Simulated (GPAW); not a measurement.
# BaAg2As2: optical spectrum from first principles

Aim: the dielectric function of BaAg2As2, and the optical constants that follow from it.

Main program and level: GPAW 26.7.0; DFT, PBE, plane-wave PAW (GPAW data sets), scalar-relativistic, RPA, optical limit.

## Step 1: Set-up

The structure is tetragonal, space group I4/mmm (No. 139). Conventional cell: a = 4.603 Å, b = 4.603 Å, c = 10.867 Å, α = 90.00°, β = 90.00°, γ = 90.00°. Nearest to Ba lie 10 As at 3.49 to 4.18 Å and 8 Ag at 3.56 Å. Nearest to Ag lie 4 As at 2.72 Å and 4 Ag at 3.25 Å and 4 Ba at 3.56 Å. Nearest to As lie 1 As at 2.52 Å and 4 Ag at 2.72 Å and 5 Ba at 3.49 to 4.18 Å. Farther neighbours are not listed.

## Step 2: Ground state

The self-consistent density comes first; it also tells whether there is a gap, which decides the occupations and the need for a Drude term.

This step: DFT, PBE, plane-wave PAW (GPAW data sets), scalar-relativistic, ground state (GPAW 26.7.0).

gs.py reads:

```python
from ase import Atoms
from ase.dft.bandgap import bandgap
from gpaw import GPAW, PW, FermiDirac

atoms = Atoms(['Ba', 'Ag', 'Ag', 'As', 'As'],
              cell=[[-2.301250000000, 2.301250000000, 5.433600000000],
                    [2.301250000000, -2.301250000000, 5.433600000000],
                    [2.301250000000, 2.301250000000, -5.433600000000]],
              scaled_positions=[[0.000000000000, 0.000000000000, 0.000000000000],
                                [0.250000000000, 0.750000000000, 0.500000000000],
                                [0.750000000000, 0.250000000000, 0.500000000000],
                                [0.615800000000, 0.615800000000, 0.000000000000],
                                [0.384200000000, 0.384200000000, 0.000000000000]],
              pbc=[True, True, True])
atoms.calc = GPAW(mode=PW(500), xc='PBE', kpts={'size': (7, 7, 7), 'gamma': True},
                  occupations=FermiDirac(0.05), maxiter=150, txt='gs.txt')
print('energy (eV)', atoms.get_potential_energy())
print('Fermi level (eV)', atoms.calc.get_fermi_level())
print('valence electrons', atoms.calc.get_number_of_electrons())
print('gap (eV)', bandgap(atoms.calc, output=None)[0])
print('direct gap (eV)', bandgap(atoms.calc, direct=True, output=None)[0])
atoms.calc.write('gs.gpw')
```

Launch:

```bash
> OMP_NUM_THREADS=1 python gs.py
```

Numbers of over 12 decimals in the logs are rounded to 6 here.

Output:

```text
__  _  _
 | _ |_)|_||  |
 |__||  | ||/\| - 26.7.0

Versions:
  Python: 3.12.14
  ASE:    3.29.0
  Numpy:  2.5.5
  Scipy:  1.18.1
  Libxc:  7.0.0

Input parameters:
  mode=PW(ecut=500.0),
  kpts=MonkhorstPack(size=(7, 7, 7), gamma=True),
  maxiter=150,
  occupations=Occupations(name='fermi-dirac', width=0.05, fixmagmom=False),
  xc=XC(name='PBE')

Diagonalizing LCAO Hamiltonian
Converting LCAO to pw mode

       As

       As
        Ag
             Ag

       Ba

Atoms  # Å, Bohr magnetons
|   | symbol |         x |         y |        z |    initial magnetic moments |
| 0 |     Ba |  0.000000 |  0.000000 | 0.000000 | ( 0.0000,  0.0000,  0.0000) |
| 1 |     Ag |  2.301250 |  0.000000 | 2.716800 | ( 0.0000,  0.0000,  0.0000) |
| 2 |     Ag | -0.000000 |  2.301250 | 2.716800 | ( 0.0000,  0.0000,  0.0000) |
| 3 |     As | -0.000000 |  0.000000 | 6.692022 | ( 0.0000,  0.0000,  0.0000) |
| 4 |     As |  0.000000 | -0.000000 | 4.175178 | ( 0.0000,  0.0000,  0.0000) |

Unit cell  # Å
| periodic |         x |         y |         z |  lengths |     angles |
|      yes | -2.301250 |  2.301250 |  5.433600 | 6.333681 | 137.389656 |
|      yes |  2.301250 | -2.301250 |  5.433600 | 6.333681 | 137.389656 |
|      yes |  2.301250 |  2.301250 | -5.433600 | 6.333681 |  61.839066 |

Number of symmetries: 16
Symmetry operations  # r_c * U_cc + t_c -> r_c
|    | kind |            matrix            |
|  0 |  σ   |  1, 1, 1,  0, 0,-1,  0,-1, 0 |
|  1 |  C4  |  1, 1, 1,  0, 0,-1, -1, 0, 0 |
|  2 |  E   |  1, 0, 0,  0, 1, 0,  0, 0, 1 |
|  3 |  σ   |  1, 0, 0,  0, 1, 0, -1,-1,-1 |
|  4 |  σ   |  0, 1, 0,  1, 0, 0,  0, 0, 1 |
|  5 |  C2  |  0, 1, 0,  1, 0, 0, -1,-1,-1 |
|  6 |  C2  |  0, 0, 1, -1,-1,-1,  1, 0, 0 |
|  7 |  S4  |  0, 0, 1, -1,-1,-1,  0, 1, 0 |
|  8 |  C4  |  0, 0,-1,  1, 1, 1,  0,-1, 0 |
|  9 |  σ   |  0, 0,-1,  1, 1, 1, -1, 0, 0 |
| 10 |  σ   |  0,-1, 0, -1, 0, 0,  1, 1, 1 |
| 11 |  C2  |  0,-1, 0, -1, 0, 0,  0, 0,-1 |
| 12 |  C2  | -1, 0, 0,  0,-1, 0,  1, 1, 1 |
| 13 |  i   | -1, 0, 0,  0,-1, 0,  0, 0,-1 |
| 14 |  S4  | -1,-1,-1,  0, 0, 1,  1, 0, 0 |
| 15 |  C2  | -1,-1,-1,  0, 0, 1,  0, 1, 0 |

BZ-sampling:
  Number of BZ points: 343
  Number of IBZ points: 40

  Monkhorst-Pack size: [7, 7, 7]
  Monkhorst-Pack shift: [0, 0, 0]

K-points  # in reciprocal-cell coordinates
|     |                                coordinates |     weight |
|   0 | (  0.00000000,   0.00000000,   0.00000000) | 0.00291545 |
|   1 | (  0.14285714,  -0.14285714,   0.00000000) | 0.01166181 |
|   2 | (  0.14285714,  -0.14285714,   0.14285714) | 0.01166181 |
|   3 | (  0.14285714,   0.00000000,   0.00000000) | 0.02332362 |
|   4 | (  0.14285714,   0.14285714,  -0.14285714) | 0.00583090 |
|   5 | (  0.28571429,  -0.28571429,   0.00000000) | 0.01166181 |
|   6 | (  0.28571429,  -0.28571429,   0.14285714) | 0.02332362 |
|   7 | (  0.28571429,  -0.28571429,   0.28571429) | 0.01166181 |
|   8 | (  0.28571429,  -0.14285714,   0.00000000) | 0.04664723 |
|   9 | (  0.28571429,  -0.14285714,   0.14285714) | 0.02332362 |
| ... |                                            |            |
|  39 | (  0.42857143,   0.42857143,   0.42857143) | 0.02332362 |

Plane wave coefficients: 2967
Cutoff: 500.0 eV

Spin-components: 1 (collinear spins)
Bands:           37
Projectors:      28
Spin-degeneracy: 2
Datatype:        complex128

Parallelization:
  kpt:    1
  domain: 1
  band:   1

Density:
  Valence electrons: 54.0
  Components: 1
  Grid points: [35 35 35]
  Charge: 0.0  # |e|

Potential:
  Grid points: [35 35 35]

species:
  Ba:
    name:    Barium
    id:
    Z:       56.0
    valence: 10
    core:    46
    charge:  0.0  # [|e|]
    compensation charges:
      type: gauss
      rc: 0.37  # [Å]
      lmax: 2
    cutoffs:
      filter: 2.06  # [Å]
      core: 2.33  # [Å]
    projectors
    | kind |    occ | energy [eV] | rcut [Å] |
    |   5s |  2.000 |     -33.644 |    1.164 |
    |   6s |  2.000 |      -3.229 |    1.164 |
    |   5p |  6.000 |     -18.744 |    1.164 |
    |    p |        |       0.000 |    1.164 |
    |    d |        |       0.000 |    1.164 |
    |    d |        |      27.211 |    1.164 |

    Using partial waves for Ba as LCAO basis

  Ag:
    name:    Silver
    id:
    Z:       47.0
    valence: 17
    core:    30
    charge:  0.0  # [|e|]
    compensation charges:
      type: gauss
      rc: 0.40  # [Å]
      lmax: 2
    cutoffs:
      filter: 2.35  # [Å]
      core: 2.19  # [Å]
    projectors
    | kind |    occ | energy [eV] | rcut [Å] |
    |   5s |  1.000 |      -4.401 |    1.286 |
    |   4p |  6.000 |     -58.577 |    1.328 |
    |   5p |  0.000 |      -0.738 |    1.328 |
    |   4d | 10.000 |      -7.446 |    1.180 |
    |    s |        |      22.811 |    1.286 |
    |    d |        |      19.766 |    1.180 |

    Using partial waves for Ag as LCAO basis

  As:
    name:    Arsenic
    id:
    Z:       33.0
    valence: 5
    core:    28
    charge:  0.0  # [|e|]
    compensation charges:
      type: gauss
      rc: 0.33  # [Å]
      lmax: 2
    cutoffs:
      filter: 1.87  # [Å]
      core: 2.96  # [Å]
    projectors
    | kind |    occ | energy [eV] | rcut [Å] |
    |   4s |  2.000 |     -14.487 |    1.058 |
    |   4p |  3.000 |      -5.196 |    1.058 |
    |    s |        |      12.725 |    1.058 |
    |    p |        |      22.016 |    1.058 |
    |    d |        |       0.000 |    1.058 |

    Using partial waves for As as LCAO basis

Reference energy: -633479.442419  # eV

eigensolver:
  PPCG
  Converge bands: occupied
  niter=2

density mixing:
  MSR1-Mixer
  Pratt-step length: 0.05
  Maximum mixing coefficient: 0.75
  Old densities: 10
  SVD Regularization: 0.005
  Good broyden scale: 1.0
  Trust region scale: 1.0
  Backstep threshold: 4.0
  History deletion threshold: 6.0
  Fourier metric: weight=20.0, sigma=0.015

occupation numbers:
  Fermi-Dirac:
    width: 0.0500  # eV

poisson solver:
  ecut: 4000.0  # eV

xc functional:
  name: PBE with 2 nearest neighbor stencil

convergence criteria:
- Maximum [total energy] change in last 3 cyles: 0.0005 eV / valence electron
- Maximum integral of absolute [dens]ity change: 0.0001 electrons / valence electron
- Maximum integral of absolute [eigenst]ate change: 4e-08 eV^2 / valence electron
maximum number of iterations: 150

SCF iterations
|iter     |      energy | eigst |  dens |
|iter:   1||  -20.358395 | -0.08 |       |
|iter:   2||  -20.182981 | -2.11 | -1.26 |
|iter:   3||  -19.927887 | -1.19 | -1.31 |
|iter:   4||  -19.350003 | -2.24 | -1.41 |
|iter:   5||  -19.314515 | -2.87 | -1.85 |
|iter:   6||  -19.311716 | -3.68 | -2.24 |
|iter:   7||  -19.311718c| -5.13 | -2.96 |
|iter:   8||  -19.311752c| -6.14 | -3.49 |
|iter:   9||  -19.311756c| -7.59c| -4.03c|

Converged in 9 steps
SCF loop duration: 137.908 s (15.323 s/step)
Energy contributions relative to reference atoms: (reference = -633479.442419)

Energy contributions:
  Kinetic:          22.535723
  Coulomb:         -20.989606
  Zero:              0.246914
  External:          0.000000
  Xc:              -21.096369
  Entropy:          -0.016836
  Spinorbit:         0.000000
  ----------------------------
  Free energy:     -19.320174
  Extrapolated:    -19.311756

dipole moment: (-29.171814, -29.171814, 3.163329)  # |e|*Ang

Fermi level: 8.299
Eigenvalues  # (at kpt = [0.000, 0.000, 0.000])
| band index |      eig [eV] | occ [0-2] |
|          0 |       -47.678 |     2.000 |
|        ... |               |           |
|         20 |         3.860 |     2.000 |
|         21 |         4.027 |     2.000 |
|         22 |         4.343 |     2.000 |
|         23 |         6.056 |     2.000 |
|         24 |         6.056 |     2.000 |
|         25 |         7.277 |     2.000 |
|         26 |         7.277 |     2.000 |
|         27 |         8.244 |     1.504 |
|         28 |         9.470 |     0.000 |
|         29 |        10.203 |     0.000 |
|         30 |        11.181 |     0.000 |
|         31 |        11.733 |     0.000 |
|         32 |        12.743 |     0.000 |
|         33 |        13.186 |     0.000 |
|         34 |        13.545 |     0.000 |
|         35 |        13.545 |     0.000 |
|         36 |        15.447 |     0.000 |

No gap
No difference between direct/indirect transitions

--- standard output ---
energy (eV) -19.311756
Fermi level (eV) 8.299088
valence electrons 54.0
gap (eV) 0.0
direct gap (eV) 0.0
```

The job ended after 2.4 min (1 thread of Arm Neoverse V1, shared host; peak memory 0.29 GiB).

This step gave:

* energy: -19.31 eV
* Fermi energy: 8.299 eV
* electrons: 54

There are states at the Fermi level within the smearing, so the occupations stay smeared and the carriers get a Drude term.

## Step 3: Bands for the response

At the fixed density, many empty bands are solved on the mesh of the response, since the spectrum sums over them.

This step: DFT, PBE, plane-wave PAW (GPAW data sets), scalar-relativistic, bands at fixed density (GPAW 26.7.0).

nscf.py reads:

```python
from ase.dft.bandgap import bandgap
from gpaw import GPAW, FermiDirac

calc = GPAW('gs.gpw').fixed_density(kpts={'size': (10, 10, 10), 'gamma': True}, nbands=71, convergence={'bands': 65},
                                    occupations=FermiDirac(0.05), txt='nscf.txt')
print('gap (eV)', bandgap(calc, output=None)[0])
print('direct gap (eV)', bandgap(calc, direct=True, output=None)[0])
print('top band over the Fermi level (eV)', min(calc.get_eigenvalues(kpt=k)[64] for k in range(len(calc.get_ibz_k_points()))) - calc.get_fermi_level())
calc.write('full.gpw', mode='all')
```

Launch:

```bash
> OMP_NUM_THREADS=1 python nscf.py
```

Output:

```text
Diagonalizing LCAO Hamiltonian
Converting LCAO to pw mode
convergence criteria:
- Maximum integral of absolute [eigenst]ate change: 4e-08 eV^2 / valence electron
maximum number of iterations: 150

SCF iterations
|iter     |      energy | eigst |  dens |
|iter:   1||             | +3.15 |       |
|iter:   2||             | +1.87 |       |
|iter:   3||             | +0.72 |       |
|iter:   4||             | -0.27 |       |
|iter:   5||             | -1.00 |       |
|iter:   6||             | -1.55 |       |
|iter:   7||             | -2.06 |       |
|iter:   8||             | -2.48 |       |
|iter:   9||             | -2.92 |       |
|iter:  10||             | -3.32 |       |
|iter:  11||             | -3.73 |       |
|iter:  12||             | -4.12 |       |
|iter:  13||             | -4.51 |       |
|iter:  14||             | -4.84 |       |
|iter:  15||             | -5.23 |       |
|iter:  16||             | -5.60 |       |
|iter:  17||             | -6.01 |       |
|iter:  18||             | -6.40 |       |
|iter:  19||             | -6.80 |       |
|iter:  20||             | -7.19 |       |
|iter:  21||             | -7.64c|       |
SCF steps: 21
  __  _  _
 | _ |_)|_||  |
 |__||  | ||/\| - 26.7.0

Versions:
  Python: 3.12.14
  ASE:    3.29.0
  Numpy:  2.5.5
  Scipy:  1.18.1
  Libxc:  7.0.0

Input parameters:
  mode=PW(ecut=500.0),
  convergence={'bands': 65},
  gpts=array([35, 35, 35]),
  kpts=MonkhorstPack(size=(10, 10, 10), gamma=True),
  maxiter=150,
  nbands=71,
  occupations=Occupations(name='fermi-dirac', width=0.05, fixmagmom=False),
  parallel={},
  xc=XC(name='PBE')

--- standard output ---
gap (eV) 0.0
direct gap (eV) 0.0
top band over the Fermi level (eV) 20.238342
```

Elapsed: 22 min, on 1 thread; peak memory 0.65 GiB.

[end of part 1 of 2]

[Machine, clock and banner lines and Python warnings are left out of the logs.]

[Logs are printed without paths, hosts, clocks, repeated set-up lines and the standing remarks that a program may print on its own settings, such as how far it seeks lower states.]

[Hosts, paths, dates, database ids (printed as entryN), source tags and the programs' standing remarks are cut or masked in the printed files.]
